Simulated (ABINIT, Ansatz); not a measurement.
# Quasiparticle gap of H6PbCNCl3 (Pm) in ABINIT

Aim: the G0W0 gap of H6PbCNCl3 (Pm) on PBEsol, step by step.

Main program and level: ABINIT 10.8.3; PBEsol and many-body steps on it, plane waves.

## Step 1: The starting structure

It takes space group Pm (No. 6, monoclinic). Conventional cell: a = 5.753 Å, b = 5.765 Å, c = 5.855 Å, α = 90.00°, β = 90.03°, γ = 90.00°. H has 1 C at 1.09 Å nearest. Nearest to H lie 1 N at 1.04 Å. H has 1 N at 1.04 Å nearest. Pb has 6 Cl at 2.88 to 2.99 Å nearest. Nearest to C lie 3 H at 1.09 Å and 1 N at 1.49 Å. Farther neighbours and most contacts between anions are not listed.

Coordinates:

```cif
data_structure
_symmetry_space_group_name_H-M 'Pm'
_symmetry_Int_Tables_number 6
_cell_length_a 5.7528
_cell_length_b 5.7647
_cell_length_c 5.8552
_cell_angle_alpha 90.000
_cell_angle_beta 90.025
_cell_angle_gamma 90.000
_cell_volume 194.18
loop_
_atom_site_label
_atom_site_type_symbol
_atom_site_symmetry_multiplicity
_atom_site_Wyckoff_symbol
_atom_site_fract_x
_atom_site_fract_y
_atom_site_fract_z
_atom_site_occupancy
H1 H 1 b 0.87948 0.50000 0.79042 1
H2 H 2 c 0.81325 0.34407 0.04739 1
H3 H 2 c 0.22966 0.35432 0.97854 1
H4 H 1 b 0.17096 0.50000 0.21641 1
Pb1 Pb 1 a 0.47399 0.00000 0.48387 1
C1 C 1 b 0.89427 0.50000 0.97685 1
N1 N 1 b 0.14493 0.50000 0.04073 1
Cl1 Cl 1 a 0.42789 0.00000 0.97556 1
Cl2 Cl 1 b 0.42919 0.50000 0.52004 1
Cl3 Cl 1 a 0.97183 0.00000 0.43966 1
```

The cell and positions are those that the Materials Project relaxed with its own functionals (PBE, PBE+U or r2SCAN), kept fixed. Spin-orbit coupling is left out unless a step names it.

## Step 2: Ground state

This step: ABINIT 10.8.3; DFT, PBEsol, plane waves, norm-conserving pseudopotentials.

The ground-state density comes first.

Contents of run.abi:

```
acell 3*1.0 Angstrom
rprim 
  5.752832000000 0.000000000000 0.000000000000
  0.000000000000 5.764671000000 0.000000000000
  -0.002604000000 0.000000000000 5.855201000000
ntypat 5
znucl 1 82 6 7 17
natom 12
typat 1 1 1 1 1 1 2 3 4 5 5 5
xred 
  0.879476000000 0.500000000000 0.790423000000
  0.813252000000 0.344072000000 0.047387000000
  0.813252000000 0.655928000000 0.047387000000
  0.229661000000 0.354316000000 0.978538000000
  0.229661000000 0.645684000000 0.978538000000
  0.170957000000 0.500000000000 0.216412000000
  0.473988000000 0.000000000000 0.483874000000
  0.894268000000 0.500000000000 0.976848000000
  0.144932000000 0.500000000000 0.040731000000
  0.427891000000 0.000000000000 0.975558000000
  0.429192000000 0.500000000000 0.520036000000
  0.971826000000 0.000000000000 0.439660000000
pp_dirpath "pseudos"
pseudos "H.upf, Pb.upf, C.upf, N.upf, Cl.upf"
ecut 37
ngkpt 4 4 4
nshiftk 1
shiftk 0 0 0
kptopt 1
chksymbreak 0
nband 39
occopt 1
tolvrs 1e-10
nstep 60
prtwf 0
optforces 0
optstress 0
indata_prefix "in"
outdata_prefix "out"
tmpdata_prefix "tmp"
```

On the command line:

```console
$ OMP_NUM_THREADS=1 mpirun -n 16 abinit run.abi > log
```

Numbers of over 12 decimals in the logs are rounded to 6 here.

The program printed:

```text
.Version 10.8.3 of ABINIT. v10.8.2 released Aug 2026.

 Symmetries : space group Pm (#  6); Bravais mP (primitive monocl.)
================================================================================
 Values of the parameters that define the memory need of the present run
     intxc =       0    ionmov =       0      iscf =       7    lmnmax =       6
     lnmax =       6     mgfft =      64  mpssoang =       3    mqgrid =    3030
     natom =      12  nloc_mem =       1    nspden =       1   nspinor =       1
    nsppol =       1      nsym =       2    n1xccc =    2501    ntypat =       5
    occopt =       1   xclevel =       2
-    mband =          39        mffmem =           1         mkmem =           2
       mpw =       14106          nfft =      230400          nkpt =          30
================================================================================
  Rough estimation (10% accuracy) of disk space for files :
================================================================================

--------------------------------------------------------------------------------
------------- Echo of variables that govern the present computation ------------
--------------------------------------------------------------------------------
 -outvars: echo values of preprocessed input variables --------
            acell      1.8897261259E+00  1.8897261259E+00  1.8897261259E+00 Bohr

      chksymbreak           0
             ecut      3.70000000E+01 Hartree
-          fftalg         312

              ixc     -116133
              kpt      0.00000000E+00  0.00000000E+00  0.00000000E+00
                       2.50000000E-01  0.00000000E+00  0.00000000E+00
                       5.00000000E-01  0.00000000E+00  0.00000000E+00
                       0.00000000E+00  2.50000000E-01  0.00000000E+00
                       2.50000000E-01  2.50000000E-01  0.00000000E+00
                       5.00000000E-01  2.50000000E-01  0.00000000E+00
                       0.00000000E+00  5.00000000E-01  0.00000000E+00
                       2.50000000E-01  5.00000000E-01  0.00000000E+00
                       5.00000000E-01  5.00000000E-01  0.00000000E+00
   [... 19 further rows ...]
                       2.50000000E-01  5.00000000E-01  5.00000000E-01
                       5.00000000E-01  5.00000000E-01  5.00000000E-01
         kptrlatt        4    0    0      0    4    0      0    0    4
          kptrlen      4.34851077E+01
P           mkmem           2
            natom          12
            nband          39
            ngfft          60      60      64
             nkpt          30
            nstep          60
             nsym           2
           ntypat           5
              occ      2.000000  2.000000  2.000000  2.000000  2.000000  2.000000
                       2.000000  2.000000  2.000000  2.000000  2.000000  2.000000
                       2.000000  2.000000  2.000000  2.000000  2.000000  2.000000
                       2.000000  2.000000  2.000000  2.000000  2.000000  2.000000
                       2.000000  2.000000  2.000000  2.000000  2.000000  0.000000
                       0.000000  0.000000  0.000000  0.000000  0.000000  0.000000
[...]
optforces           0
        optstress           0
            prtwf           0
            rprim      5.7528320000E+00  0.0000000000E+00  0.0000000000E+00
[...]
spgroup           6

           tolvrs      1.00000000E-10

             xred      8.7947600000E-01  5.0000000000E-01  7.9042300000E-01
[...]
znucl        1.00000   82.00000    6.00000    7.00000   17.00000

================================================================================

 chkinp: Checking input parameters for consistency.

================================================================================
== DATASET  1 ==================================================================
-   mpi_nproc: 16, omp_nthreads: 1 (-1 if OMP is not activated)

--- !DatasetInfo
iteration_state: {dtset: 1, }
dimensions: {natom: 12, nkpt: 30, mband: 39, nsppol: 1, nspinor: 1, nspden: 1, mpw: 14106, }
cutoff_energies: {ecut:  37.0, pawecutdg:  -1.0, }
electrons: {nelect:   5.80000000E+01, charge:   0.00000000E+00, occopt:   1.00000000E+00, tsmear:   1.00000000E-02, }

 Real(R)+Recip(G) space primitive vectors, cartesian coordinates (Bohr,Bohr^-1):
 R(1)= 10.8712769  0.0000000  0.0000000  G(1)=  0.0919855  0.0000000  0.0000409
 R(2)=  0.0000000 10.8936494  0.0000000  G(2)=  0.0000000  0.0917966  0.0000000
 R(3)= -0.0049208  0.0000000 11.0647263  G(3)=  0.0000000  0.0000000  0.0903773
 Unit cell volume ucvol=  1.3103721E+03 bohr^3
 Angles (23,13,12)=  9.00000000E+01  9.00254813E+01  9.00000000E+01 degrees

 getcut: wavevector=  0.0000  0.0000  0.0000  ngfft=  60  60  64
         ecut(hartree)=     37.000   => boxcut(ratio)=   2.01146

--- Pseudopotential description ------------------------------------------------
- H Generated using ONCVPSP code by D. R. Hamann
-  1.00000   1.00000  180301                  znucl, zion, pspdat
12 -116133 1 -1 1180                          pspcod,pspxc,lmax,lloc,mmax
     nproj     2     1     0
  pspatm : epsatm=    0.35585368
         --- l  ekb(1:nproj) -->
[...]
1   -0.494138
[...]
--------------------------------------------------------------------------------

_setup2: Arith. and geom. avg. npw (full set) are   14085.578   14085.569

================================================================================

--- !BeginCycle
iteration_state: {dtset: 1, }
solver: {iscf: 7, nstep: 60, nline: 4, wfoptalg: 0, }
tolerances: {tolvrs: 1.00E-10, }

     iter   Etot(hartree)      deltaE(h)  residm     vres2
 ETOT  1  -278.22386680516    -2.782E+02 1.634E-01 1.185E+03
 ETOT  2  -278.68591519014    -4.620E-01 7.453E-03 1.364E+02
 ETOT  3  -278.71771292105    -3.180E-02 1.256E-02 4.403E+01
 ETOT  4  -278.71984699982    -2.134E-03 2.653E-03 9.635E+00
 ETOT  5  -278.72018980805    -3.428E-04 2.212E-03 2.972E+00
 ETOT  6  -278.72033032194    -1.405E-04 1.147E-03 5.166E-01
 ETOT  7  -278.72034502915    -1.471E-05 3.190E-03 2.411E-02
 ETOT  8  -278.72034687361    -1.844E-06 7.746E-04 2.515E-03
 ETOT  9  -278.72034698316    -1.096E-07 1.424E-03 1.776E-04
 ETOT 10  -278.72034699058    -7.416E-09 4.513E-04 1.635E-05
 ETOT 11  -278.72034699089    -3.100E-10 5.726E-04 4.588E-06
 ETOT 12  -278.72034699102    -1.288E-10 7.037E-04 9.723E-07
 ETOT 13  -278.72034699104    -2.478E-11 7.130E-04 2.401E-07
 ETOT 14  -278.72034699103     1.035E-11 5.944E-04 2.764E-08
 ETOT 15  -278.72034699107    -3.314E-11 5.020E-04 4.457E-09
 ETOT 16  -278.72034699105     1.847E-11 3.264E-04 6.169E-10
 ETOT 17  -278.72034699105     7.390E-13 2.539E-04 8.850E-11

 At SCF step   17       vres2   =  8.85E-11 < tolvrs=  1.00E-10 =>converged.

--- !ResultsGS
iteration_state: {dtset: 1, }
comment   : Summary of ground state results
lattice_vectors:
- [ 10.8712769,   0.0000000,   0.0000000, ]
- [  0.0000000,  10.8936494,   0.0000000, ]
- [ -0.0049208,   0.0000000,  11.0647263, ]
lattice_lengths: [  10.87128,   10.89365,   11.06473, ]
lattice_angles: [ 90.000,  90.025,  90.000, ] # degrees, (23, 13, 12)
lattice_volume:   1.3103721E+03
convergence: {deltae:  7.390E-13, res2:  8.850E-11, residm:  2.539E-04, diffor:  0.000E+00, }
etotal    :  -2.78720347E+02
entropy   :   0.00000000E+00
fermie    :   2.30585635E-02
cartesian_stress_tensor: null
pressure_GPa: null
xred      :
- [  8.7948E-01,   5.0000E-01,   7.9042E-01,  H]
- [  8.1325E-01,   3.4407E-01,   4.7387E-02,  H]
- [  8.1325E-01,   6.5593E-01,   4.7387E-02,  H]
- [  2.2966E-01,   3.5432E-01,   9.7854E-01,  H]
- [  2.2966E-01,   6.4568E-01,   9.7854E-01,  H]
- [  1.7096E-01,   5.0000E-01,   2.1641E-01,  H]
- [  4.7399E-01,   0.0000E+00,   4.8387E-01, Pb]
- [  8.9427E-01,   5.0000E-01,   9.7685E-01,  C]
- [  1.4493E-01,   5.0000E-01,   4.0731E-02,  N]
- [  4.2789E-01,   0.0000E+00,   9.7556E-01, Cl]
- [  4.2919E-01,   5.0000E-01,   5.2004E-01, Cl]
- [  9.7183E-01,   0.0000E+00,   4.3966E-01, Cl]
cartesian_forces: null
force_length_stats: {min: null, max: null, mean: null, }

 Integrated electronic density in atomic spheres:
 ------------------------------------------------
 Atom  Sphere_radius  Integrated_density
[...]
================================================================================

 ----iterations are completed or convergence reached----

 Mean square residual over all n,k,spin=   77.043E-08; max=  25.388E-05
 reduced coordinates (array xred) for   12 atoms
[...]
0.894268000000      0.500000000000      0.976848000000
       0.144932000000      0.500000000000      0.040731000000
       0.427891000000      0.000000000000      0.975558000000
       0.429192000000      0.500000000000      0.520036000000
       0.971826000000      0.000000000000      0.439660000000
 rms dE/dt=  0.0000E+00; max dE/dt=  0.0000E+00; dE/dt below (all hartree)
    1       0.000000000000      0.000000000000      0.000000000000
    2       0.000000000000      0.000000000000      0.000000000000
    3       0.000000000000      0.000000000000      0.000000000000
    4       0.000000000000      0.000000000000      0.000000000000
    5       0.000000000000      0.000000000000      0.000000000000
    6       0.000000000000      0.000000000000      0.000000000000
    7       0.000000000000      0.000000000000      0.000000000000
    8       0.000000000000      0.000000000000      0.000000000000
    9       0.000000000000      0.000000000000      0.000000000000
   10       0.000000000000      0.000000000000      0.000000000000
[...]
cartesian coordinates (angstrom) at end:
[...]
8      5.142030     2.882335     5.719641
    9      0.833663     2.882335     0.238488
   10      2.459045     0.000000     5.712088
   11      2.467715     2.882335     3.044915
   12      5.589607     0.000000     2.574298
 length scales=  1.889726125908  1.889726125908  1.889726125908 bohr
              =  1.000000000000  1.000000000000  1.000000000000 angstroms
 prteigrs : about to open file out_EIG
 Fermi (or HOMO) energy (hartree) =   0.02306   Average Vxc (hartree)=  -0.29285
 Eigenvalues (hartree) for nkpt=  30  k points:
 kpt#   1, nband= 39, wtk=  0.01563, kpt=  0.0000  0.0000  0.0000 (reduced coord)
  -5.08766   -2.94317   -2.94286   -2.94218   -0.67869   -0.57280   -0.57152   -0.56838
  -0.56756   -0.56724   -0.49554   -0.47703   -0.46360   -0.42362   -0.29521   -0.28891
  -0.22029   -0.20982   -0.13893   -0.13859   -0.10951   -0.10925   -0.10202   -0.05003
  -0.04538   -0.04397   -0.03885   -0.02663   -0.02565    0.18745    0.22214    0.22828
   0.24399    0.24991    0.26297    0.26694    0.30413    0.30890    0.32337
 prteigrs : prtvol=0 or 1, do not print more k-points.

--- !EnergyTerms
iteration_state     : {dtset: 1, }
comment             : Components of total free energy in Hartree
kinetic             :  9.02173692799742E+01
hartree             :  1.02596177164623E+02
xc                  : -5.41799089222979E+01
Ewald energy        : -1.26206940000036E+02
psp_core            :  2.91515838356355E+00
local_psp           : -3.12454514162136E+02
non_local_psp       :  1.83923112652613E+01
total_energy        : -2.78720346991047E+02
total_energy_eV     : -7.58436701658724E+03
band_energy         : -4.21652592022668E+01

== END DATASET(S) ==============================================================
================================================================================

 -outvars: echo values of variables after computation  --------
           etotal     -2.7872034699E+02
            nband          39
             nkpt          30
          spgroup           6
 [... the other variables as echoed above ...]

 Calculation completed.
```

Elapsed: 2.4 min, on 16 MPI ranks of Intel Xeon Platinum 8259CL at 2.50GHz (Skylake/Cascade Lake), shared host; peak memory 2.5 GiB; 38 min of CPU time.

Numbers from this step:

| Property | Result |
| --- | --- |
| total energy | -7584.3670 eV |
| gap | 2.463 eV |
| k of the valence top | 0.5, 0.5, 0.5 |
| k of the conduction bottom | 0.5, 0.5, 0.5 |
| least direct gap | 2.463 eV |

The gap is direct, at (0.500, 0.500, 0.500).

(Continued in part 2 of 3.)

[Paths, hosts, dates, memory and timing lines, banners, echoed tables and standing remarks are left out of the program output.]

[Logs are printed without paths, hosts, clocks, repeated set-up lines and the standing remarks that a program may print on its own settings, such as how far it seeks lower states.]

[Runs of the session that timed out or met a known fault of the program may be left out.]

[Hosts, paths, dates, database ids (printed as entryN), source tags and the programs' standing remarks are cut or masked in the printed files.]

[G0W0 gaps are taken among the corrected bands and points alone; a level outside them can change the order at an edge.]

[Where Ansatz stands beside ABINIT at settings called matched, ABINIT's density can come from a denser mesh and the files from another edition; pairs whose starting gaps differed by over 0.03 eV were left out, so agreement reads better than it is.]
